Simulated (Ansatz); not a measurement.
**ZrSe3 (P2_1/m): spin-orbit coupling beyond the local functionals**

How far does spin-orbit coupling move the gap of ZrSe3 (P2_1/m)?

Program: Ansatz 0.2.0. Level of theory: density functionals with and without spin-orbit coupling, plane waves, PAW. Results are calculated unless marked as measured.

## Step 1: Set-up

It takes space group P2_1/m (No. 11, monoclinic). Conventional cell: a = 5.411 Å, b = 3.749 Å, c = 9.444 Å, α = 90.00°, β = 97.48°, γ = 90.00°. Nearest to Zr lie 8 Se at 2.72 to 2.87 Å. Nearest to Se lie 4 Zr at 2.72 to 2.87 Å. Se has 1 Se at 2.34 Å and 2 Zr at 2.73 Å nearest. Se has 1 Se at 2.34 Å and 2 Zr at 2.74 Å nearest. Farther neighbours and most contacts between anions are not listed.

The cell and positions come from the Crystallography Open Database and are kept as given unless a step says otherwise. The default PAW set here is soft_2. Its files were made with PBE.

## Step 2: HSE06, 2×4×2 mesh

This step: DFT, HSE06, plane waves, PAW.

Contents of input.yaml:

```yaml
crystal:
  lattice:
    - [5.4109, 0.0, 0.0]
    - [0.0, 3.7488, 0.0]
    - [-1.2294209091, 0.0, 9.3636349901]
  atoms:
    - { symbol: Zr, position: [0.285, 0.25, 0.656] }
    - { symbol: Zr, position: [0.715, 0.75, 0.344] }
    - { symbol: Se, position: [0.762, 0.25, 0.554] }
    - { symbol: Se, position: [0.238, 0.75, 0.446] }
    - { symbol: Se, position: [0.456, 0.25, 0.174] }
    - { symbol: Se, position: [0.544, 0.75, 0.826] }
    - { symbol: Se, position: [0.888, 0.25, 0.169] }
    - { symbol: Se, position: [0.112, 0.75, 0.831] }
kpoints:
  mp_grid: { grid: [2, 4, 2] }
  band_path:
    path:
      - [0.0, 0.0, 0.0]
      - [0.0, 0.5, 0.0]
      - [0.0, 0.5, 0.5]
      - [0.0, 0.0, 0.5]
      - [-0.5, 0.0, 0.5]
      - [-0.5, 0.5, 0.5]
      - [-0.5, 0.5, 0.0]
      - [-0.5, 0.0, 0.0]
      - [-0.1, 0.0, 0.0]
    npoints: 1
hamiltonian:
  xc: hse06
scf:
  occupations: { method: fixed }
  n_extra_bands: 6
output:
  eigenvalues: true
  write_density: true
  write_potential: true
  elf: true
  volumetric_format: npy
```

Launch:

```sh
> ansatz run input.yaml --threads 3 --pin off --max-ram 92160MiB --backend cuda --events-out ev --progress --plain --runs-dir out --devices 1 --max-vram 13GiB
```

Numbers of over 12 decimals in the logs are rounded to 6 here.

Log:

```text
scf.n_extra_bands = 6 over 60 filled bands (N_el = 120.0): the run solves 66 bands
GPUs: using 1 of 1 available (devices: 1).
Engine: ansatz 0.2.0, x86_64-unknown-linux-gnu
Pseudopotentials: kind: paw
Pseudopotential: Zr, paw, valence charge 12, recommended cutoff 420 eV (normal), Zr.paw.azcp
Pseudopotential: Se, paw, valence charge 16, recommended cutoff 420 eV (normal), Se.paw.azcp
Functional definition: HSE06
  parameter a = 0.25
  parameter omega = 0.11/bohr
  exchange = pbe_x - a*pbe_x_sr(omega) + a*exact_x_sr(omega)
  correlation = pbe_c
davidson cushion auto → on  (no smearing: the cushion is to keep the highest requested band from converging to the state above it; pin scf.eigensolver.cushion to override)
device memory: the entry about to start is reckoned to put 3.4 GiB on a device that reports 38.2 GiB free (of which the cap on the GPU budget leaves the run 13.0 GiB)
GPU FFT provider: cuFFT
GPU libraries: cuBLAS 13.8.2, cuFFT 12.4.0, cuSOLVER 12.3.4
Crystal: 8 atoms, lattice volume = 189.936 Å³
Basis set: ecut = 420 eV, 3689 PW (Γ)
Bands: 66, of which v1, the nominal top of the filled ones, is band 60 counted from 1 (59 counted from 0)
Symmetry: 4 space group operations
Space group: P21/m (ITA 11), of the structure as read, at distance tolerance 5.7e-5 Å
k-points: 12 of 16
Non-local potential: Zr, projectors of the file, l = 0: 3, l = 1: 2, l = 2: 2, l = 3: 2
Non-local potential: Se, projectors of the file, l = 0: 2, l = 1: 2, l = 2: 3, l = 3: 1
PAW form: soft (Blöchl's): semilocal exchange-correlation on the pseudo side does not see the compensation charge
PAW frozen core: Zr, regenerated for the run's functional, and the local potential with it (the file was generated under x = pbe(κ = 0.804, μ = 0.219515), c = pbe(β = 0.066725))
PAW frozen core: Se, regenerated for the run's functional, and the local potential with it (the file was generated under x = pbe(κ = 0.804, μ = 0.219515), c = pbe(β = 0.066725))
PAW one-centre angular grid: Zr, 590 points (default); XC on 64 Gauss nodes
PAW one-centre angular grid: Se, 590 points (default); XC on 64 Gauss nodes
Initial density: superposition of atomic densities (neutral atoms: chi_scale 0, normalization atom), corrected by the library's trained network
Initial wavefunctions: pseudopotential atomic-orbital guess
GPU buffer pool allocated for 69120 grid points (all kernels)
GPU transforms: local potential and band sums: pruned to the plane-wave sphere, on 40×25×64
Functional: x = pbe(κ = 0.804, μ = 0.219515), c = pbe(β = 0.066725), warm-up for x = pbe(κ = 0.804, μ = 0.219515) + 0.25 (exact − pbe) at short range (hse, ω = 0.207870 Å⁻¹), c = pbe(β = 0.066725); HSE06 as pw.x's `hse` composes it (authors' and Libxc's form: `xc: wpbeh`)
[...]
Frozen-core exchange: fock
SCF iter   1: F=—  HF=-41204.331052 eV  |F-HF|=—  |Δ(HF+E_count)|=         —  Δρ=5.90e-5  dr2=1.24e-5  ethr=1.71e-6  ⟨swp⟩=2.6  Hψ=1766  notcnv=0
preconditioner: auto → none  [insulator: Δε(μ)=1.154 eV  Ē_g=8.954 eV  n_scr=52 (ndim 8)  ℏωp=17.9 eV  f_vac=0.063]
SCF iter   2: F=—  HF=-41204.331057 eV  |F-HF|=—  |Δ(HF+E_count)|=   4.80e-6  Δρ=2.84e-5  dr2=1.67e-6  ethr=7.31e-9  ⟨swp⟩=4.0  Hψ=2946  notcnv=0
SCF iter   3: F=—  HF=-41204.331061 eV  |F-HF|=—  |Δ(HF+E_count)|=   4.47e-6  Δρ=1.83e-5  dr2=5.25e-7  ethr=9.36e-10  ⟨swp⟩=4.8  Hψ=2572  notcnv=0  defer=3
iter 4 solved again at ethr=2.84e-11 eV; its pass at ethr=3.95e-10 eV (dr2=3.41e-8 eV) is discarded
SCF iter   4: F=-41204.331061 eV  HF=-41204.331061 eV  |F-HF|=1.86e-8  |Δ(HF+E_count)|=   1.09e-7  Δρ=5.68e-6  dr2=6.35e-8  ethr=2.84e-11  ⟨swp⟩=2.3  Hψ=3689  notcnv=0
SCF 3 converged in 4 iterations: F = -41204.331061 eV  dr2 = 6.35e-8
hybrid outer 2: dexx = +6.362e-6 eV, tail = 2.60e-7 eV, Δε = 3.49e-3 eV (about 1.76e-4 eV left of the loop's levels)
device memory: the entry about to start is reckoned to put 1.3 GiB on a device that reports 34.7 GiB free (of which the cap on the GPU budget leaves the run 13.0 GiB)
NSCF: frozen V_eff on 9 k-points
hybrid SCF converged: 2 outer / 11 inner (+6 warm-up), last move |dexx| = 6.36e-6 eV, tail = 2.60e-7 eV
Stability not checked: this state was not tested for a lower state beside it, because the functional holds exact exchange (a hybrid, or Hartree-Fock), whose exchange loop this test does not read (fock_operator; see scf.lower_state_search)
Free energy (F): -41204.331062 eV
Frozen-core exchange: fock
Harris-Foulkes:  -41204.331062 eV  (|F-HF|=1.86e-8)
Internal energy: -41204.331062 eV  (E = F + TS)
E sigma→0 (E₀):  -41204.331062 eV
Fermi energy:    9.086568 eV
--- Per-component energies (eV) ---
  E_band       = -2793.114871
  E_kinetic    = 1375.662111
  E_local      = -16401.261397  (includes V_loc(G=0)·N_el)
  E_nonlocal   = -3423.107101
  E_hartree    = 7903.686125
  E_xc         = -765.090092
  E_vxc        = -780.353696  (∫ρ·V_xc dr)
  E_exx        = -472.960482  (= α·E_x^exact, valence–valence)
  E_paw        = -17090.631954  (= ΣΔE_a)
  E_vpaw       = 1574.499973  (= ΣTr[D̂ρ^β])
  E_aug_tail   = -0.003554  (compensation charges beyond the density's cutoff)
  E_ewald      = -12323.410640
  E_core_change = -7.214077  (= ΣΔE_core)
  E_smearing   = -0.000000  (= −TS)
  E_closure    = -0.000000  (closes the sum)
  Σ components = -41204.331062   (vs F -41204.331062, Δ=0.00e0)
--- Band table (eV; the first three rows and the last of 12) ---
  k-point 0: bands = [... 56 lower, 8.4108, 8.5039, 9.0348, 9.0866, 10.5654, 11.0416, 12.6628, 12.9711, ... 2 higher]
  k-point 1: bands = [... 56 lower, 8.4002, 8.4903, 8.9906, 9.0009, 10.4353, 11.1992, 12.6662, 12.9532, ... 2 higher]
  k-point 2: bands = [... 56 lower, 7.7294, 7.8246, 8.0164, 8.1475, 11.8187, 12.0744, 12.8047, 12.8437, ... 2 higher]
  k-point 11: bands = [... 56 lower, 7.3266, 7.3266, 7.5922, 7.5922, 10.5971, 10.5971, 12.5168, 12.5168, ... 2 higher]
```

It took 37 s on 1 × NVIDIA H100 80GB HBM3 (shared by 6 runs) with 3 threads of AMD EPYC 7R13 (Zen 3), shared host; peak memory 1.4 GiB.

In the SCF lines HF is the Harris–Foulkes energy and dr2 the Hartree energy of the density residual, in eV; the loop may stop once dr2 is under the threshold and the program's other checks hold. Hψ counts applications of the Hamiltonian.

Numbers from this step:

| Item | Value |
| --- | --- |
| gap | 1.143 eV |
| valence top at | k = (-0.100, 0.000, 0.000) |
| conduction bottom at | Y_2 |
| least direct gap | 1.434 eV |
| exact-exchange fraction | 0.25 |

The gap is indirect, with the least direct gap 0.29 eV higher.

## Step 3: HSE06+SOC, 2×4×2 mesh

The many-body steps leave out spin-orbit coupling, so its effect is taken from a two-component run, with twice the bands.

This step: DFT, HSE06 with spin-orbit coupling, plane waves, PAW.

input.yaml, as its differences from that of step 2:

```diff
@@ -31,9 +31,8 @@
 scf:
-  occupations: { method: fixed }
-  n_extra_bands: 6
+  occupations: { method: fermi_dirac, width: 0.02 }
+  n_extra_bands: 12
+magnetization:
+  noncollinear: true
+  spin_orbit: true
 output:
   eigenvalues: true
-  write_density: true
-  write_potential: true
-  elf: true
-  volumetric_format: npy
```

Log:

```text
[...]
GPUs: using 1 of 1 available (devices: 1).
[...]
non-collinear run that drives no moment, with spin-orbit: no starting moment large enough to seed its density (crystal.atoms[].spin), no starting occupations that ask for one, no magnetisation constraint and no magnetic field, so the semilocal B_xc is pinned to zero
[...]
GPU FFT provider: cuFFT
GPU libraries: cuBLAS 13.8.2, cuFFT 12.4.0, cuSOLVER 12.3.4
Crystal: 8 atoms, lattice volume = 189.936 Å³
Basis set: ecut = 420 eV, 3689 PW (Γ)
Bands: 132, of which v1, the nominal top of the filled ones, is band 120 counted from 1 (119 counted from 0)
Symmetry: 4 space group operations + 4 with time reversal
[...]
k-points: 12 of 16
Projection manifold: j_resolved (fully-relativistic pseudo-atomic orbitals)
[...]
GPU buffer pool allocated for 69120 grid points (all kernels)
[...]
SCF iter   1: F=—  HF=-41207.177105 eV  |F-HF|=—  |Δ(HF+E_count)|=         —  Δρ=1.15e-1  dr2=1.45e2  dr2_m=0.00e0 (ungated)  ethr=1.00e-1  |M|=0.00e0 ∫|m|=0.00e0 μB  |m|>n=0.0e0 m-floor=0.0e0 τ_xc=0.0e0  β_m=0.30  ⟨swp⟩=3.4  Hψ=5389  notcnv=0
[...]
SCF iter   2: F=—  HF=-41226.641074 eV  |F-HF|=—  |Δ(HF+E_count)|=    1.95e1  Δρ=1.20e-1  dr2=2.67e2  dr2_m=0.00e0 (ungated)  ethr=1.00e-1  |M|=0.00e0 ∫|m|=0.00e0 μB  |m|>n=0.0e0 m-floor=0.0e0 τ_xc=0.0e0  β_m=0.17  ⟨swp⟩=6.2  Hψ=4363  notcnv=0  defer=10
[...]
spin=Noncollinear: Kerker preconditioning applied to the charge; magnetization (m_x, m_y, m_z) channels mix plain (no charge-response kernel on spin).
SCF iter   3: F=—  HF=-41195.988627 eV  |F-HF|=—  |Δ(HF+E_count)|=    3.07e1  Δρ=5.08e-2  dr2=3.14e1  dr2_m=0.00e0 (ungated)  ethr=1.00e-1  |M|=0.00e0 ∫|m|=0.00e0 μB  |m|>n=0.0e0 m-floor=0.0e0 τ_xc=0.0e0  β_m=0.18  ⟨swp⟩=5.6  Hψ=3789  notcnv=0  defer=18
[...]
SCF iter  12: F=-41192.842091 eV  HF=-41192.842104 eV  |F-HF|=1.30e-5  |Δ(HF+E_count)|=   7.50e-6  Δρ=4.06e-5  dr2=9.95e-6  dr2_m=0.00e0 (ungated)  ethr=4.18e-8  |M|=0.00e0 ∫|m|=0.00e0 μB  |m|>n=0.0e0 m-floor=0.0e0 τ_xc=0.0e0  ⟨swp⟩=4.0  Hψ=4089  notcnv=0
SCF 1 stopped early in 12 iterations: F = -41192.842091 eV  dr2 = 9.95e-6
[...]
GPU FFT provider: cuFFT
GPU libraries: cuBLAS 13.8.2, cuFFT 12.4.0, cuSOLVER 12.3.4
Projection manifold: j_resolved (fully-relativistic pseudo-atomic orbitals)
[...]
GPU buffer pool allocated for 69120 grid points (all kernels)
[...]
Frozen-core exchange: fock
SCF iter   1: F=—  HF=-41197.671068 eV  |F-HF|=—  |Δ(HF+E_count)|=         —  Δρ=7.77e-3  dr2=3.30e-1  dr2_m=0.00e0 (ungated)  ethr=8.30e-8  |M|=0.00e0 ∫|m|=0.00e0 μB  |m|>n=0.0e0 m-floor=0.0e0 τ_xc=0.0e0  β_m=0.30  ⟨swp⟩=10.1  Hψ=8927  notcnv=0
[...]
SCF iter   7: F=-41197.604613 eV  HF=-41197.604621 eV  |F-HF|=7.76e-6  |Δ(HF+E_count)|=   8.86e-5  Δρ=6.77e-5  dr2=2.27e-5  dr2_m=0.00e0 (ungated)  ethr=8.30e-8  |M|=0.00e0 ∫|m|=0.00e0 μB  |m|>n=0.0e0 m-floor=0.0e0 τ_xc=0.0e0  ⟨swp⟩=4.0  Hψ=3596  notcnv=0
SCF 2 stopped early in 7 iterations: F = -41197.604613 eV  dr2 = 2.27e-5
[...]
hybrid outer 1: dexx = +4.763e-2 eV, tail = 4.20e-4 eV
GPU FFT provider: cuFFT
GPU libraries: cuBLAS 13.8.2, cuFFT 12.4.0, cuSOLVER 12.3.4
Projection manifold: j_resolved (fully-relativistic pseudo-atomic orbitals)
GPU buffer pool allocated for 69120 grid points (all kernels)
[...]
Frozen-core exchange: fock
SCF iter   1: F=—  HF=-41197.605573 eV  |F-HF|=—  |Δ(HF+E_count)|=         —  Δρ=5.69e-5  dr2=4.79e-6  dr2_m=0.00e0 (ungated)  ethr=1.75e-6  |M|=0.00e0 ∫|m|=0.00e0 μB  |m|>n=0.0e0 m-floor=0.0e0 τ_xc=0.0e0  β_m=0.30  ⟨swp⟩=4.8  Hψ=3432  notcnv=0
[...]
SCF iter   5: F=-41197.605586 eV  HF=-41197.605586 eV  |F-HF|=4.65e-8  |Δ(HF+E_count)|=   1.30e-6  Δρ=4.00e-6  dr2=5.44e-8  dr2_m=0.00e0 (ungated)  ethr=1.48e-10  |M|=0.00e0 ∫|m|=0.00e0 μB  |m|>n=0.0e0 m-floor=0.0e0 τ_xc=0.0e0  ⟨swp⟩=5.3  Hψ=4432  notcnv=0  defer=4
SCF 3 converged in 5 iterations: F = -41197.605586 eV  dr2 = 5.44e-8
[...]
NSCF: frozen V_eff on 9 k-points
[...]
Magnetization: |M| = 0.0000 μB,  M = (+0.0000, +0.0000, +0.0000) μB
Absolute magnetization: 0.0000 μB (∫|m|)
  site 0: m = (+0.0000, +0.0000, +0.0000) μB, |m| = 0.0000 μB  (R = 1.12 Å)
  site 1: m = (+0.0000, +0.0000, +0.0000) μB, |m| = 0.0000 μB  (R = 1.12 Å)
  site 2: m = (+0.0000, +0.0000, +0.0000) μB, |m| = 0.0000 μB  (R = 1.12 Å)
  site 3: m = (+0.0000, +0.0000, +0.0000) μB, |m| = 0.0000 μB  (R = 1.12 Å)
  site 4: m = (+0.0000, +0.0000, +0.0000) μB, |m| = 0.0000 μB  (R = 0.97 Å)
  site 5: m = (+0.0000, +0.0000, +0.0000) μB, |m| = 0.0000 μB  (R = 0.97 Å)
  site 6: m = (+0.0000, +0.0000, +0.0000) μB, |m| = 0.0000 μB  (R = 0.97 Å)
  site 7: m = (+0.0000, +0.0000, +0.0000) μB, |m| = 0.0000 μB  (R = 0.97 Å)
Free energy (F): -41197.605587 eV
Frozen-core exchange: fock
[...]
Internal energy: -41197.605587 eV  (E = F + TS)
E sigma→0 (E₀):  -41197.605587 eV
Fermi energy:    9.718253 eV
[...]
--- Band table (eV; the first three rows and the last of 12) ---
  k-point 0: bands = [... 116 lower, 8.9841, 8.9841, 9.1918, 9.1918, 10.5665, 10.5665, 11.0426, 11.0426, ... 8 higher]
  k-point 1: bands = [... 116 lower, 8.8918, 8.8918, 9.1221, 9.1221, 10.4376, 10.4376, 11.1998, 11.1998, ... 8 higher]
  k-point 2: bands = [... 116 lower, 8.0533, 8.0533, 8.1840, 8.1840, 11.8182, 11.8182, 12.0746, 12.0746, ... 8 higher]
  k-point 11: bands = [... 116 lower, 7.6053, 7.6053, 7.6053, 7.6053, 10.6003, 10.6003, 10.6003, 10.6003, ... 8 higher]
```

It took 2.4 min on 1 × NVIDIA H100 80GB HBM3 (shared by 6 runs) with 3 threads; peak memory 2.5 GiB.

Numbers from this step:

```yaml
gap: 1.054 eV
valence_top_at: Γ
conduction_bottom_at: Y_2
least_direct_gap: 1.316 eV
exact_exchange_fraction: 0.25
```

The gap stands −0.09 eV against HSE06.

## Step 4: Together

Times are wall times on 1 × NVIDIA H100 80GB HBM3 (shared by 6 runs) with 3 threads of AMD EPYC 7R13 (Zen 3), shared host, good to a factor of about two.

| level | gap (eV) | with coupling (eV) | change (eV) | time | with coupling |
| --- | --- | --- | --- | --- | --- |
| HSE06 | 1.14 | 1.05 | −0.09 | 37 s | 2.4 min |

## Step 5: Results

- HSE06: 1.14 eV
- HSE06+SOC: 1.05 eV

Spin-orbit coupling changes the gap by −0.09 eV and the least direct gap by −0.12 eV.

[Paths, hosts, dates, memory and timing lines, banners, echoed tables and standing remarks are left out of the program output.]

[Logs are printed without paths, hosts, clocks, repeated set-up lines and the standing remarks that a program may print on its own settings, such as how far it seeks lower states.]

[Runs of the session that timed out or met a known fault of the program may be left out.]

[Cells called generated may have been cut or substituted from an entry of the Crystallography Open Database or the Materials Project.]

[Hosts, paths, dates, database ids (printed as entryN), source tags and the programs' standing remarks are cut or masked in the printed files.]
